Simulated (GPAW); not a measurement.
# MoS2: optical spectrum from first principles

Aim: the dielectric function of MoS2, and the optical constants that follow from it. The cell comes from an older database entry, whose edges can differ from later determinations, mostly by under a per cent.

Calculated with GPAW 26.7.0; DFT, LDA, plane-wave PAW (GPAW data sets), scalar-relativistic, RPA, optical limit.

Report form: the programs' logs are mostly left out.

The database entry behind the starting cell differs from later determinations by our own check (about 0.3 % long), so it need not match the best structure at ambient conditions.

### 1. The structure

It takes space group P6_3/mmc (No. 194, hexagonal). The conventional cell has a = 3.169 Å, b = 3.169 Å, c = 12.324 Å, α = 90.00°, β = 90.00°, γ = 120.00°. Mo has 6 S at 2.41 Å nearest. Nearest to S lie 3 Mo at 2.41 Å. Farther neighbours and most contacts between anions are not listed.

Coordinates:

```cif
data_structure
_symmetry_space_group_name_H-M 'P 1'
_symmetry_Int_Tables_number 1
_cell_length_a 3.1690
_cell_length_b 3.1690
_cell_length_c 12.3240
_cell_angle_alpha 90.000
_cell_angle_beta 90.000
_cell_angle_gamma 120.000
_cell_volume 107.18
loop_
_atom_site_label
_atom_site_type_symbol
_atom_site_fract_x
_atom_site_fract_y
_atom_site_fract_z
_atom_site_occupancy
Mo1 Mo 0.66667 0.33333 0.75000 1
Mo2 Mo 0.33333 0.66667 0.25000 1
S3 S 0.66667 0.33333 0.37700 1
S4 S 0.33333 0.66667 0.87700 1
S5 S 0.66667 0.33333 0.12300 1
S6 S 0.33333 0.66667 0.62300 1
```

### 2. Ground state

The self-consistent density comes first; it also tells whether there is a gap, which decides the occupations and the need for a Drude term.

This step: DFT, LDA, plane-wave PAW (GPAW data sets), scalar-relativistic, ground state (GPAW 26.7.0).

gs.py reads:

```python
from ase import Atoms
from ase.dft.bandgap import bandgap
from gpaw import GPAW, PW, FermiDirac

atoms = Atoms(['Mo', 'Mo', 'S', 'S', 'S', 'S'],
              cell=[[3.169000000000, 0.000000000000, 0.000000000000],
                    [-1.584500000000, 2.744434504600, 0.000000000000],
                    [0.000000000000, 0.000000000000, 12.324000000000]],
              scaled_positions=[[0.666666666700, 0.333333333300, 0.750000000000],
                                [0.333333333300, 0.666666666700, 0.250000000000],
                                [0.666666666700, 0.333333333300, 0.377000000000],
                                [0.333333333300, 0.666666666700, 0.877000000000],
                                [0.666666666700, 0.333333333300, 0.123000000000],
                                [0.333333333300, 0.666666666700, 0.623000000000]],
              pbc=[True, True, True])
atoms.calc = GPAW(mode=PW(500), xc='LDA', kpts={'size': (9, 9, 2), 'gamma': True},
                  occupations=FermiDirac(0.05), maxiter=150, txt='gs.txt')
print('energy (eV)', atoms.get_potential_energy())
print('Fermi level (eV)', atoms.calc.get_fermi_level())
print('valence electrons', atoms.calc.get_number_of_electrons())
print('gap (eV)', bandgap(atoms.calc, output=None)[0])
print('direct gap (eV)', bandgap(atoms.calc, direct=True, output=None)[0])
atoms.calc.write('gs.gpw')
```

Run with:

```bash
$ OMP_NUM_THREADS=1 python gs.py
```

Run time: 47 s. Hardware: 1 thread of Arm Neoverse V1, shared host; peak memory 0.21 GiB.

Read-outs, printed or worked out from the files:

```
energy                 : -49.63 eV
Fermi energy           : 8.325 eV
gap on the k-mesh      : 0.8868 eV
direct gap on the mesh : 1.636 eV
electrons              : 52
```

There is a gap, 0.89 eV on this mesh (points off the mesh can give less), so no carriers' term is needed.

### 3. Bands for the response

The response needs many more empty bands than the density does.

This step: DFT, LDA, plane-wave PAW (GPAW data sets), scalar-relativistic, bands at fixed density (GPAW 26.7.0).

nscf.py reads:

```python
from ase.dft.bandgap import bandgap
from gpaw import GPAW, FermiDirac

calc = GPAW('gs.gpw').fixed_density(kpts={'size': (12, 12, 3), 'gamma': True}, nbands=80, convergence={'bands': 74},
                                    occupations=FermiDirac(0.001), txt='nscf.txt')
print('gap (eV)', bandgap(calc, output=None)[0])
print('direct gap (eV)', bandgap(calc, direct=True, output=None)[0])
print('top band over the Fermi level (eV)', min(calc.get_eigenvalues(kpt=k)[73] for k in range(len(calc.get_ibz_k_points()))) - calc.get_fermi_level())
calc.write('full.gpw', mode='all')
```

Run with:

```bash
$ OMP_NUM_THREADS=1 python nscf.py
```

Wall time 7.2 min (1 thread); peak memory 0.39 GiB.

Read-outs, printed or worked out from the files:

* gap on the k-mesh: 0.8093 eV

### 4. Dielectric function, RPA

Transitions between filled and empty bands, summed over the zone, give the optical response, so mesh, band count and broadening shape it.

The induced potential is part of this response.

This step: DFT, LDA, plane-wave PAW (GPAW data sets), scalar-relativistic, RPA, optical limit (GPAW 26.7.0).

df.py reads:

```python
from gpaw.response.df import DielectricFunction

df = DielectricFunction('full.gpw', frequencies={'type': 'nonlinear', 'domega0': 0.03, 'omega2': 8},
                        ecut=50,
                        eta=0.15,
                        nbands=74,
                        txt='df.txt')
for direction in ['x', 'z']:
    df.get_dielectric_function(xc='RPA', direction=direction, filename=f'df_{direction}.csv')
```

Run with:

```bash
$ OMP_NUM_THREADS=1 python df.py
```

Run time: 58 s. Hardware: 1 thread; peak memory 0.41 GiB.

This step gave:

* electronic dielectric constant ε∞, mean over x, y and z (by symmetry where fewer were run): 11.42
* main peak of Im epsilon, first axis: 2.940 eV

The Im ε has structure finer than the step of the table below, so its rows give means over 0.5 eV, whole bins alone (the curve runs from 0 to 14.0 eV). Peaks (eV: height): E ∥ x 2.94: 21.9; E ∥ z 2.66: 5.14, 7.61: 4.80, 9.48: 7.54.

Values under the direct gap are tails of Lorentzian lines. Im ε against photon energy; means over each step:

| photon energy (eV) | E ∥ x | E ∥ z |
| --- | --- | --- |
| 0.5 | 0.203 | 0.0449 |
| 1.0 | 0.542 | 0.110 |
| 1.5 | 1.98 | 0.257 |
| 2.0 | 6.45 | 1.09 |
| 2.5 | 15.9 | 4.63 |
| 3.0 | 20.7 | 3.93 |
| 3.5 | 15.0 | 3.22 |
| 4.0 | 14.3 | 3.22 |
| 4.5 | 12.5 | 2.76 |
| 5.0 | 10.2 | 2.58 |
| 5.5 | 8.86 | 2.70 |
| 6.0 | 6.61 | 2.97 |
| 6.5 | 5.68 | 2.95 |
| 7.0 | 4.63 | 3.45 |
| 7.5 | 3.76 | 4.37 |
| 8.0 | 2.57 | 3.78 |
| 8.5 | 2.22 | 3.44 |
| 9.0 | 2.78 | 5.22 |
| 9.5 | 3.34 | 7.27 |
| 10.0 | 3.94 | 6.91 |
| 10.5 | 3.97 | 5.85 |
| 11.0 | 3.91 | 5.74 |
| 11.5 | 3.15 | 5.23 |
| 12.0 | 2.73 | 4.01 |
| 12.5 | 2.31 | 3.30 |
| 13.0 | 2.27 | 2.54 |
| 13.5 | 1.78 | 1.83 |

The Re ε by photon energy:

| photon energy (eV) | E ∥ x | E ∥ z |
| --- | --- | --- |
| 0.0 | 14.0 | 6.25 |
| 0.5 | 14.3 | 6.32 |
| 1.0 | 15.4 | 6.56 |
| 1.5 | 18.1 | 7.09 |
| 2.0 | 21.8 | 8.44 |
| 2.5 | 20.0 | 7.38 |
| 3.0 | 8.51 | 5.19 |
| 3.5 | 3.87 | 4.33 |
| 4.0 | 3.22 | 4.27 |
| 4.5 | -0.604 | 4.02 |
| 5.0 | -1.53 | 4.38 |
| 5.5 | -2.50 | 4.32 |
| 6.0 | -2.37 | 4.56 |
| 6.5 | -2.03 | 4.52 |
| 7.0 | -1.84 | 4.80 |
| 7.5 | -1.63 | 4.61 |
| 8.0 | -1.44 | 3.52 |
| 8.5 | 0.0116 | 4.35 |
| 9.0 | 0.918 | 5.44 |
| 9.5 | 1.15 | 3.14 |
| 10.0 | 0.405 | 1.32 |
| 10.5 | -0.150 | 0.0998 |
| 11.0 | -0.519 | 0.0439 |
| 11.5 | -1.32 | -0.829 |
| 12.0 | -1.05 | -1.53 |
| 12.5 | -0.969 | -1.49 |
| 13.0 | -1.03 | -1.56 |
| 13.5 | -0.856 | -0.734 |

The reflectivity at normal incidence has structure finer than the step of the table below, so its rows give means over 0.5 eV, whole bins alone (the curve runs from 0 to 14.0 eV). Peaks (eV: height): E ∥ x 2.98: 50.5, 5.61: 47.9, 11.40: 37.2, 13.25: 37.0; E ∥ z 2.36: 28.3, 7.55: 23.1, 10.38: 33.6, 13.08: 41.2.

The reflectivity at normal incidence by photon energy; means over each step:

| photon energy (eV) | E ∥ x (%) | E ∥ z (%) |
| --- | --- | --- |
| 0.5 | 33.9 | 18.6 |
| 1.0 | 35.4 | 19.2 |
| 1.5 | 38.5 | 20.7 |
| 2.0 | 42.7 | 24.2 |
| 2.5 | 47.2 | 26.8 |
| 3.0 | 50.0 | 21.5 |
| 3.5 | 45.3 | 18.7 |
| 4.0 | 45.3 | 18.5 |
| 4.5 | 46.5 | 16.6 |
| 5.0 | 45.4 | 16.6 |
| 5.5 | 46.7 | 17.0 |
| 6.0 | 44.7 | 17.9 |
| 6.5 | 42.7 | 17.9 |
| 7.0 | 42.0 | 19.7 |
| 7.5 | 40.0 | 22.1 |
| 8.0 | 37.6 | 19.3 |
| 8.5 | 21.2 | 19.1 |
| 9.0 | 18.0 | 25.2 |
| 9.5 | 20.1 | 31.0 |
| 10.0 | 25.1 | 32.5 |
| 10.5 | 28.3 | 32.1 |
| 11.0 | 31.3 | 33.0 |
| 11.5 | 35.8 | 36.6 |
| 12.0 | 34.1 | 38.2 |
| 12.5 | 33.1 | 37.9 |
| 13.0 | 33.9 | 39.2 |
| 13.5 | 33.5 | 31.2 |

Values under the direct gap are tails of Lorentzian lines. Table of Im ε, E ∥ x by photon energy; read off at these points:

| photon energy (eV) | without local fields | with local fields |
| --- | --- | --- |
| 0.00 | 0 | 0 |
| 0.50 | 0.222 | 0.198 |
| 1.00 | 0.589 | 0.519 |
| 1.50 | 2.05 | 1.74 |
| 2.00 | 7.33 | 5.79 |
| 2.50 | 19.1 | 16.1 |
| 2.74 | 21.7 | 20.7 |
| 2.94 | 20.9 | 21.9 |
| 3.00 | 20.2 | 21.6 |
| 3.50 | 13.4 | 14.4 |
| 4.00 | 14.9 | 14.9 |
| 4.50 | 13.0 | 12.3 |
| 5.00 | 10.5 | 9.74 |
| 5.50 | 10.00 | 9.11 |
| 6.00 | 7.23 | 6.59 |
| 6.50 | 5.89 | 5.84 |
| 7.00 | 4.75 | 4.65 |
| 7.50 | 3.80 | 3.73 |
| 8.00 | 2.47 | 2.46 |
| 8.50 | 2.26 | 2.20 |
| 9.00 | 3.07 | 2.78 |
| 9.50 | 3.91 | 3.29 |
| 10.00 | 4.97 | 3.97 |
| 10.38 | 5.14 | 4.05 |
| 10.50 | 5.06 | 4.05 |
| 11.00 | 5.05 | 3.97 |
| 11.50 | 3.67 | 3.04 |
| 12.00 | 3.34 | 2.77 |
| 12.50 | 2.74 | 2.22 |
| 13.00 | 2.79 | 2.32 |
| 13.50 | 2.24 | 1.73 |

The refractive index n and extinction k by photon energy:

| photon energy (eV) | n, E ∥ x | k, E ∥ x | n, E ∥ z | k, E ∥ z |
| --- | --- | --- | --- | --- |
| 0.0 | 3.74 | 0 | 2.50 | 0 |
| 0.5 | 3.78 | 0.0262 | 2.51 | 0.00879 |
| 1.0 | 3.93 | 0.0660 | 2.56 | 0.0209 |
| 1.5 | 4.27 | 0.203 | 2.66 | 0.0457 |
| 2.0 | 4.71 | 0.615 | 2.91 | 0.149 |
| 2.5 | 4.77 | 1.68 | 2.85 | 0.859 |
| 3.0 | 3.98 | 2.71 | 2.41 | 0.774 |
| 3.5 | 3.06 | 2.35 | 2.19 | 0.687 |
| 4.0 | 3.04 | 2.45 | 2.21 | 0.773 |
| 4.5 | 2.42 | 2.54 | 2.11 | 0.653 |
| 5.0 | 2.04 | 2.39 | 2.17 | 0.578 |
| 5.5 | 1.86 | 2.44 | 2.17 | 0.634 |
| 6.0 | 1.52 | 2.16 | 2.24 | 0.691 |
| 6.5 | 1.44 | 2.03 | 2.22 | 0.645 |
| 7.0 | 1.26 | 1.85 | 2.31 | 0.748 |
| 7.5 | 1.11 | 1.69 | 2.35 | 0.969 |
| 8.0 | 0.839 | 1.46 | 2.07 | 0.873 |
| 8.5 | 1.05 | 1.05 | 2.22 | 0.745 |
| 9.0 | 1.39 | 1.00 | 2.54 | 0.993 |
| 9.5 | 1.52 | 1.08 | 2.37 | 1.58 |
| 10.0 | 1.48 | 1.34 | 2.05 | 1.70 |
| 10.5 | 1.40 | 1.45 | 1.70 | 1.67 |
| 11.0 | 1.32 | 1.50 | 1.70 | 1.69 |
| 11.5 | 1.000 | 1.52 | 1.51 | 1.76 |
| 12.0 | 0.979 | 1.42 | 1.16 | 1.70 |
| 12.5 | 0.853 | 1.30 | 1.03 | 1.60 |
| 13.0 | 0.868 | 1.33 | 0.872 | 1.52 |
| 13.5 | 0.734 | 1.18 | 0.786 | 1.16 |

At chosen wavelengths:

| wavelength (nm) | n x | k x | R (%) x | 1/α x | n z | k z | R (%) z | 1/α z |
| --- | --- | --- | --- | --- | --- | --- | --- | --- |
| 532 | 4.84 | 1.280 | 45.8 | 33 nm | 3.12 | 0.641 | 28.2 | 66 nm |
| 450 | 4.57 | 2.283 | 49.6 | 16 nm | 2.49 | 0.964 | 24.0 | 37 nm |
| 405 | 3.80 | 2.742 | 50.3 | 12 nm | 2.41 | 0.780 | 21.2 | 41 nm |
| 365 | 3.05 | 2.473 | 45.8 | 12 nm | 2.21 | 0.783 | 19.0 | 37 nm |
| 308 | 3.01 | 2.496 | 46.0 | 9.8 nm | 2.18 | 0.765 | 18.5 | 32 nm |
| 248 | 2.04 | 2.387 | 45.4 | 8.3 nm | 2.17 | 0.578 | 16.4 | 34 nm |
| 193 | 1.47 | 2.011 | 42.1 | 7.6 nm | 2.20 | 0.647 | 17.4 | 24 nm |

Below the direct gap, k and the depth come from the tails of the Lorentzian lines, not from transitions.

Rows near the edge hang on the gap, which this functional as a rule makes too small, and phonon-assisted absorption is left out.

### 5. What came out

| Quantity | Value |
| --- | --- |
| electronic dielectric constant ε∞, mean over x, y and z (by symmetry where fewer were run) (RPA) | 11.4 |
| main peak of Im epsilon, first axis | 2.94 eV |

**Reading.** At this level (LDA, RPA) MoS2 has a mean ε∞ = 11.4 and n = 3.86 at 1550 nm (E ∥ x), and Im ε peaks at 2.9 eV (E ∥ x). On the mesh the gap is 0.81 eV and the least direct gap 1.64 eV, so on this mesh the band edges lie at different points. Local fields change the static value along x from 14.87 to 14.01 (-6 %). Distinct maxima of Im ε, read by a parabola through the highest points, lie at 2.94 eV (22), 4.04 eV (15) and 10.45 eV (4.1) for E ∥ x. The static values by axis are 14.01 (x), 6.25 (z). Excitons and phonon-assisted transitions are missing; LDA gaps are as a rule too small, which pulls the onset down and ε∞ up. The sum runs over mesh points, so small or evenly spaced maxima can still be ripples of the mesh. In this version of GPAW the matrix elements of the optical limit are incomplete, which can lower ε − 1 by up to a tenth where first-row anions or d states rule, and shift it by more in d metals.

[Machine, clock and banner lines and Python warnings are left out of the logs.]

[Logs are printed without paths, hosts, clocks, repeated set-up lines and the standing remarks that a program may print on its own settings, such as how far it seeks lower states.]

[Hosts, paths, dates, database ids (printed as entryN), source tags and the programs' standing remarks are cut or masked in the printed files.]
